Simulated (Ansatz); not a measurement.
# The stack of 1T-SnS2 under 1T-PbSTe, shifted by a third of the diagonal between two gates, part 3 of 3

How do the bands of the stack of 1T-SnS2 under 1T-PbSTe, shifted by a third of the diagonal follow a displacement field between two gates?

Ansatz 0.2.0; plane-wave DFT, PBE-D3(BJ), Ansatz PAW (the session's first sound run).

So far. Step 7 (Gated layer, displacement field 3.62 V/nm): There is no gap.

### Step 8. Gated layer, displacement field -1.81 V/nm

Input file input.yaml:

```yaml
crystal:
  lattice:
    - [3.6951725458, 0.0, 0.0]
    - [-1.8475862729, 3.200113296, 0.0]
    - [0.0, 0.0, 47.9168651664]
  atoms:
    - { symbol: S, position: [0.6666666667, 0.3333333333, 0.3944331486] }
    - { symbol: Sn, position: [0.0, 0.0, 0.4251377958] }
    - { symbol: S, position: [0.3333333333, 0.6666666667, 0.4562953955] }
    - { symbol: Te, position: [0.0, 0.0, 0.5188516195] }
    - { symbol: Pb, position: [0.3333333333, 0.6666666667, 0.5725855999] }
    - { symbol: S, position: [0.6666666667, 0.3333333333, 0.6055668514] }
  periodic: [true, true, false]
  symmetry: { detect: true }
kpoints:
  mp_grid: { grid: [24, 24, 1] }
  band_path:
    path: [[0, 0, 0], [0.5, 0, 0], [0.33333333, 0.33333333, 0], [0, 0, 0]]
    npoints: 16
hamiltonian:
  xc: pbe
  dispersion: d3bj
scf:
  occupations: { method: fermi_dirac, width: 0.02585 }
  convergence: { dr2_threshold: 1.0e-10 }
output:
  forces: true
  eigenvalues: true
  dos: { projected: true, e_range: [-3, 3], de: 0.01 }
  write_potential: true
  write_density: true
  volumetric_format: npy
  elf: true
external_charges:
  - { charge: 0, barrier: 10, axis: 3, height: 32.017, sigma: 0.25 }
  - { charge: 0.011825, axis: 3, height: 33.517, sigma: 0.42 }
  - { charge: 0, barrier: 10, axis: 3, height: 15.9, sigma: 0.25 }
  - { charge: -0.011825, axis: 3, height: 14.4, sigma: 0.42 }
```

Launch:

```console
$ ansatz run input.yaml --threads 4 --pin off --max-ram 6144MiB --backend cpu --events-out ev --progress --plain --runs-dir out
```

Numbers of over 12 decimals in the logs are rounded to 6 here.

Log:

```text
[...]
Crystal: 6 atoms, lattice volume = 566.616 Å³
Basis set: ecut = 420 eV, 11117 PW (Γ), exchange–correlation on 50×50×648 points (8 copies of the dense FFT grid, shifted against one another)
Bands: 38, of which v1, the nominal top of the filled ones, is band 31 counted from 1 (30 counted from 0)
Symmetry: 6 space group operations
[...]
k-points: 61 of 576 (time reversal used)
[...]
--- Band table (eV; the first three rows and the last of 61) ---
  k-point 0: bands = [... 27 lower, -6.4356, -6.4356, -5.5669, -4.3397, -4.2037, -4.2037, -3.1706, -1.8544, ... 3 higher]
  k-point 1: bands = [... 27 lower, -6.5786, -6.4576, -5.4842, -4.3758, -4.2551, -4.2373, -3.0578, -1.8074, ... 3 higher]
  k-point 2: bands = [... 27 lower, -6.9080, -6.5211, -5.3648, -4.7307, -4.3324, -4.1308, -2.7797, -1.7482, ... 3 higher]
  k-point 60: bands = [... 27 lower, -7.9166, -7.6856, -7.4696, -6.8618, -6.3217, -4.2969, -2.7707, -2.5519, ... 3 higher]
[key lines of the parts left out:]
SCF converged after 14 iterations
Free energy (F): -27619.395689 eV
Fermi energy:    -5.705255 eV
```

It took 66 s on 4 threads of Arm Neoverse V2, shared host; peak memory 1.7 GiB; 4.3 min of CPU time.

There is no gap.

### Step 9. The series together

This step: plane-wave DFT, PBE-D3(BJ), Ansatz PAW; response to a displacement field between two gates (Ansatz 0.2.0).

The potential behind each gate is read from every run and counted from the uncharged case.

Numbers from this step:

```yaml
electrostatic_distance_between_the_gates: 7.503 Å
geometric_distance_between_the_gates: 19.12 Å
```

Electron's potential behind the upper gate less behind the lower, less the value without field. Step of the electron's potential energy between the gates against displacement field D/eps0:

```
displacement field D/eps0 (V/nm)  step of the electron's potential energy between the gates (eV)
                           -1.81                                                           -1.36
                            0.00                                                               0
                            0.90                                                           0.679
                            1.81                                                            1.36
                            2.71                                                            2.03
                            3.62                                                            2.71
```

By hand: 3.62 V/nm over the 19.12 Å between the sheets would give 6.92 V in vacuum; the run has 2.71 V, as over 7.49 Å.

### Step 10. Varying the input

This step: plane-wave DFT, PBE-D3(BJ), Ansatz PAW (Ansatz 0.2.0).

A run with a changed input: it repeats the earlier run at 0.905 V/nm with kpoints.mp_grid.shift to [0.5, 0.5, 0.0] and scf.initial_density.chi_scale to 0.3.

input.yaml, the sections that differ from step 8:

```yaml
kpoints:
  mp_grid: { grid: [24, 24, 1], shift: [0.5, 0.5, 0.0] }
  band_path:
    path: [[0, 0, 0], [0.5, 0, 0], [0.33333333, 0.33333333, 0], [0, 0, 0]]
    npoints: 16
scf:
  occupations: { method: fermi_dirac, width: 0.02585 }
  convergence: { dr2_threshold: 1.0e-10 }
  initial_density: { chi_scale: 0.3 }
output:
  forces: true
  eigenvalues: true
  write_potential: true
  write_density: true
  volumetric_format: npy
external_charges:
  - { charge: 0, barrier: 10, axis: 3, height: 32.017, sigma: 0.25 }
  - { charge: -0.005912, axis: 3, height: 33.517, sigma: 0.42 }
  - { charge: 0, barrier: 10, axis: 3, height: 15.9, sigma: 0.25 }
  - { charge: 0.005912, axis: 3, height: 14.4, sigma: 0.42 }
# crystal, hamiltonian: as in step 8
```

Log:

```text
Warning: crystal.symmetry: narrowed to the stabiliser of the k-point mesh — unitary ops 6 → 2; excluded 4 operations that carry a point of the 24×24×1 mesh (shift [0.5, 0.5, 0]) off the mesh (the run samples exactly the mesh kpoints.mp_grid names, as under crystal.symmetry.detect: false, and its converged state has the mesh's symmetry, not the crystal's; ε∞, the Born charges and the force constants of a linear response (`dielectric:` by the response, `phonons.method: dfpt`) are averaged over those of the crystal's operations that the state keeps within a tolerance, where `mesh_tensors`, `unaveraged_element` or `gamma_mean_max_change_ev_ang2` stands beside them; [rest of the remark cut]
[...]
Crystal: 6 atoms, lattice volume = 566.616 Å³
Basis set: ecut = 420 eV, 11117 PW (Γ), exchange–correlation on 50×50×648 points (8 copies of the dense FFT grid, shifted against one another)
Bands: 38, of which v1, the nominal top of the filled ones, is band 31 counted from 1 (30 counted from 0)
Symmetry: 2 space group operations
k-points: 156 of 576 (time reversal used)
[...]
SCF iter   1: F=—  HF=-27769.887831 eV  |F-HF|=—  |Δ(HF+E_count)|=         —  Δρ=1.10e-1  dr2=4.95e3  ethr=3.10e-3  ⟨swp⟩=29.7  Hψ=82817  notcnv=0
[...]
SCF iter  20: F=-27619.394061 eV  HF=-27619.394061 eV  |F-HF|=1.27e-9  |Δ(HF+E_count)|=   1.28e-9  Δρ=4.56e-8  dr2=1.73e-11  ethr=1.00e-12  ⟨swp⟩=38.6  Hψ=80535  notcnv=0
SCF 1 converged in 20 iterations: F = -27619.394061 eV  dr2 = 1.73e-11
[...]
SCF converged after 20 iterations
Free energy (F): -27619.394061 eV
[...]
Internal energy: -27619.389226 eV  (E = F + TS)
E sigma→0 (E₀):  -27619.391643 eV
Entropy (-TS):   -0.004835 eV (-0.806 meV/atom)
Fermi energy:    -5.654445 eV
[...]
--- Forces (eV/Å), atoms and charges each counted from 1 ---
  atom   1  S      0.00007938    -0.00004583     0.00465622
  atom   2  Sn    -0.00008530     0.00004925     0.01956889
  atom   3  S      0.00017951    -0.00010364    -0.00036007
  atom   4  Te    -0.00075330     0.00043492    -0.02769647
  atom   5  Pb     0.00032568    -0.00018803     0.03534844
  atom   6  S      0.00025409    -0.00014670    -0.02794304
  external charge   1     0.00000000     0.00000000     0.01820070
  external charge   2     0.00000000     0.00000000    -0.00026760
  external charge   3     0.00000000     0.00000000    -0.02177813
  external charge   4     0.00000000     0.00000000     0.00026720
  max |Σ_I F_I| component, the external charges' with the atoms': 3.86e-6 eV/Å
--- Band table (eV; the first three rows and the last of 156) ---
  k-point 0: bands = [... 27 lower, -6.4830, -6.3909, -5.4575, -4.3391, -4.2484, -4.1771, -3.1251, -1.7710, ... 3 higher]
  k-point 1: bands = [... 27 lower, -6.7700, -6.4463, -5.3350, -4.5967, -4.2632, -4.1874, -2.8803, -1.7550, ... 3 higher]
  k-point 2: bands = [... 27 lower, -7.0490, -6.5401, -5.3907, -4.9147, -4.3967, -4.0852, -2.5745, -1.7208, ... 3 higher]
  k-point 155: bands = [... 27 lower, -7.4775, -7.2849, -7.1674, -6.2631, -5.5230, -5.3522, -3.0841, -2.2601, ... 3 higher]
```

Wall time 5.7 min (4 threads); peak memory 2.6 GiB; 23 min of CPU time.

This step gave:

```
energy at zero smearing                                                             : -27619.3916 eV
potential beyond the upper barrier and gate, less the barrier, from the Fermi level : 6.203 eV
```

Deep bands are left out, so band numbers here count from the lowest band kept and differ from the log's. Electronic bands along the path, in eV, zero at the Fermi level; # counts the bands kept:

```
  point     #9    #10    #11    #12    #13   #14   #15   #16
      Γ  -0.72  -0.72   0.13   1.29   1.50  1.50  2.44  3.86
halfway  -1.44  -1.31  -1.11   0.34   0.70  1.18  3.03  3.72
      M  -1.83  -1.63  -1.52  -0.61   0.13  0.30  2.57  3.39
halfway  -2.23  -1.97  -1.63  -0.93  -0.36  1.01  2.80  3.67
      K  -2.23  -2.05  -1.84  -1.16  -0.62  1.32  2.94  3.16
halfway  -1.98  -1.74  -1.12  -0.22   0.51  1.48  3.36  4.10
      Γ  -0.72  -0.72   0.13   1.29   1.50  1.50  2.44  3.86
```

```
                                                                                quantity  this run  earlier run  difference
potential beyond the upper barrier and gate, less the barrier, from the Fermi level (eV)     6.203        6.208     -0.0049
```

Nothing in the table moves by 0.01 in its unit. The run took 20 SCF cycles against 15.

Of the bands kept, 3 cross the Fermi level on this path.

### Step 11. Varying the input

This step: plane-wave DFT, PBE-D3(BJ), Ansatz PAW, but for the change named below (Ansatz 0.2.0).

Another changed input: it repeats the earlier run at 0.905 V/nm with magnetization to noncollinear: true, spin_orbit: true and hamiltonian.pseudopotentials to kind: paw_fr.

input.yaml: that of step 10 with these lines changed.

```diff
@@ -15,3 +15,3 @@
 kpoints:
-  mp_grid: { grid: [24, 24, 1], shift: [0.5, 0.5, 0.0] }
+  mp_grid: { grid: [24, 24, 1] }
   band_path:
@@ -22,2 +22,3 @@
   dispersion: d3bj
+  pseudopotentials: { kind: paw_fr }
 scf:
@@ -25,3 +26,2 @@
   convergence: { dr2_threshold: 1.0e-10 }
-  initial_density: { chi_scale: 0.3 }
 output:
@@ -37 +37,4 @@
   - { charge: 0.005912, axis: 3, height: 14.4, sigma: 0.42 }
+magnetization:
+  noncollinear: true
+  spin_orbit: true
```

Log:

```text
[...]
non-collinear run that drives no moment, with spin-orbit: no starting moment large enough to seed its density (crystal.atoms[].spin), no starting occupations that ask for one, no magnetisation constraint and no magnetic field, so the semilocal B_xc is pinned to zero
Crystal: 6 atoms, lattice volume = 566.616 Å³
Basis set: ecut = 420 eV, 11117 PW (Γ), exchange–correlation on 50×50×648 points (8 copies of the dense FFT grid, shifted against one another)
Bands: 76, of which v1, the nominal top of the filled ones, is band 62 counted from 1 (61 counted from 0)
Symmetry: 6 space group operations + 6 with time reversal
[...]
k-points: 61 of 576 (time reversal used)
Projection manifold: j_resolved (fully-relativistic pseudo-atomic orbitals)
[...]
SCF iter   1: F=—  HF=-27663.853509 eV  |F-HF|=—  |Δ(HF+E_count)|=         —  Δρ=1.89e-2  dr2=7.45e0  dr2_m=0.00e0 (ungated)  ethr=3.10e-3  |M|=0.00e0 ∫|m|=0.00e0 μB  |m|>n=0.0e0 m-floor=0.0e0 τ_xc=0.0e0  β_m=1.00  ⟨swp⟩=13.7  Hψ=35180  notcnv=0  defer=59
[...]
spin=Noncollinear: LDOS preconditioning applied to the charge; magnetization (m_x, m_y, m_z) channels mix plain (no charge-response kernel on spin).
SCF iter   2: F=—  HF=-27663.621853 eV  |F-HF|=—  |Δ(HF+E_count)|=   2.32e-1  Δρ=1.37e-2  dr2=2.52e0  dr2_m=0.00e0 (ungated)  ethr=3.10e-3  |M|=0.00e0 ∫|m|=0.00e0 μB  |m|>n=0.0e0 m-floor=0.0e0 τ_xc=0.0e0  β_m=0.80  ⟨swp⟩=4.6  Hψ=10928  notcnv=0  defer=437
[...]
SCF iter  15: F=-27662.857174 eV  HF=-27662.857174 eV  |F-HF|=5.97e-10  |Δ(HF+E_count)|=   1.55e-9  Δρ=4.13e-8  dr2=2.19e-11  dr2_m=0.00e0 (ungated)  ethr=1.00e-12  |M|=0.00e0 ∫|m|=0.00e0 μB  |m|>n=0.0e0 m-floor=0.0e0 τ_xc=0.0e0  ⟨swp⟩=27.0  Hψ=45280  notcnv=0
SCF 1 converged in 15 iterations: F = -27662.857174 eV  dr2 = 2.19e-11
[...]
SCF converged after 15 iterations
Magnetization: |M| = 0.0000 μB,  M = (+0.0000, +0.0000, +0.0000) μB
Absolute magnetization: 0.0000 μB (∫|m|)
  site 0: m = (+0.0000, +0.0000, +0.0000) μB, |m| = 0.0000 μB  (R = 1.07 Å)
  site 1: m = (+0.0000, +0.0000, +0.0000) μB, |m| = 0.0000 μB  (R = 1.07 Å)
  site 2: m = (+0.0000, +0.0000, +0.0000) μB, |m| = 0.0000 μB  (R = 1.07 Å)
  site 3: m = (+0.0000, +0.0000, +0.0000) μB, |m| = 0.0000 μB  (R = 1.38 Å)
  site 4: m = (+0.0000, +0.0000, +0.0000) μB, |m| = 0.0000 μB  (R = 1.10 Å)
  site 5: m = (+0.0000, +0.0000, +0.0000) μB, |m| = 0.0000 μB  (R = 1.10 Å)
Free energy (F): -27662.857174 eV
[...]
Internal energy: -27662.851645 eV  (E = F + TS)
E sigma→0 (E₀):  -27662.854409 eV
Entropy (-TS):   -0.005529 eV (-0.921 meV/atom)
Fermi energy:    -5.612324 eV
[...]
--- Forces (eV/Å), atoms and charges each counted from 1 ---
  atom   1  S      0.00000000    -0.00000000     0.00772811
  atom   2  Sn     0.00000000    -0.00000000     0.01727916
  atom   3  S      0.00000000     0.00000000     0.00082714
  atom   4  Te    -0.00000000     0.00000000    -0.05416047
  atom   5  Pb    -0.00000000     0.00000000     0.08609189
  atom   6  S     -0.00000000    -0.00000000    -0.05430696
  external charge   1     0.00000000     0.00000000     0.01833028
  external charge   2     0.00000000     0.00000000    -0.00026760
  external charge   3     0.00000000     0.00000000    -0.02178814
  external charge   4     0.00000000     0.00000000     0.00026720
  max |Σ_I F_I| component, the external charges' with the atoms': 6.14e-7 eV/Å
--- Band table (eV; the first three rows and the last of 61) ---
  k-point 0: bands = [... 58 lower, -5.5402, -5.5402, -4.5744, -4.5744, -4.2424, -4.2424, -3.7437, -3.7437, ... 10 higher]
  k-point 1: bands = [... 58 lower, -5.4996, -5.4353, -4.6460, -4.5717, -4.2512, -4.1980, -3.8451, -3.8404, ... 10 higher]
  k-point 2: bands = [... 58 lower, -5.4754, -5.2792, -4.8852, -4.6870, -4.1964, -4.1182, -4.0484, -4.0229, ... 10 higher]
  k-point 60: bands = [... 58 lower, -7.5306, -7.4437, -6.8778, -6.7271, -6.2334, -6.1505, -4.3485, -4.3094, ... 10 higher]
```

Run time: 8 min. Hardware: 4 threads; peak memory 5.4 GiB.

Numbers from this step:

```yaml
energy_at_zero_smearing: -27662.8544 eV
potential_beyond_the_upper_barrier_and_gate_less_the_barrier_from_the_fermi_level: 6.157 eV
```

Electronic bands along the path, in eV, zero at the Fermi level:

```
  point  band 59  band 60  band 61  band 62  band 63  band 64  band 65  band 66
      Γ     0.07     0.07     1.04     1.04     1.37     1.37     1.87     1.87
halfway    -1.26    -1.02     0.11     0.42     0.75     0.80     1.15     1.15
      M    -1.54    -1.54    -0.65    -0.65     0.12     0.12     0.31     0.31
halfway    -1.76    -1.55    -1.11    -0.78    -0.46    -0.25     0.98     0.99
      K    -1.92    -1.83    -1.27    -1.11    -0.62    -0.54     1.26     1.30
halfway    -1.30    -1.04    -0.30    -0.17     0.48     0.59     1.44     1.45
      Γ     0.07     0.07     1.04     1.04     1.37     1.37     1.87     1.87
```

Force by atom:

```
atom  x (eV/Å)  y (eV/Å)  z (eV/Å)    size
  S1    0.0000    0.0000    0.0077  0.0077
 Sn2    0.0000    0.0000    0.0173  0.0173
  S3    0.0000    0.0000    0.0008  0.0008
 Te4    0.0000    0.0000   -0.0542  0.0542
 Pb5    0.0000    0.0000    0.0861  0.0861
  S6    0.0000    0.0000   -0.0543  0.0543
```

```
                                                                                quantity  this run  earlier run  difference
potential beyond the upper barrier and gate, less the barrier, from the Fermi level (eV)     6.157        6.208      -0.051
```

It moves by -0.0513 eV.

Of the bands kept, 6 cross the Fermi level on this path (spinor bands, one electron each).

### Step 12. Results

* gap with uncharged gates: none
* electrostatic distance between the gates: 7.50 Å
* geometric distance between the gates: 19.1 Å
* gap at 3.62 V/nm: none

**Reading.** The stack has no gap, with or without a field of 3.6 V/nm. The layers screen the field: the voltage is that of a vacuum gap 11.6 Å narrower than the real distance. The gates are charged sheets behind model barriers, not atoms. Gaps are the smaller of those on the path and on the mesh; band edges between these points would make them smaller still. Spin-orbit coupling enters in a check alone.

[Logs are printed without paths, hosts, clocks, repeated set-up lines and the standing remarks that a program may print on its own settings, such as how far it seeks lower states.]

[Hosts, paths, dates, database ids (printed as entryN), source tags and the programs' standing remarks are cut or masked in the printed files.]

[Maps of the electrostatic potential energy from Ansatz leave out the sawtooth potential of an applied field or a dipole correction, so their vacuum need not be flat; planar profiles and work functions include it.]
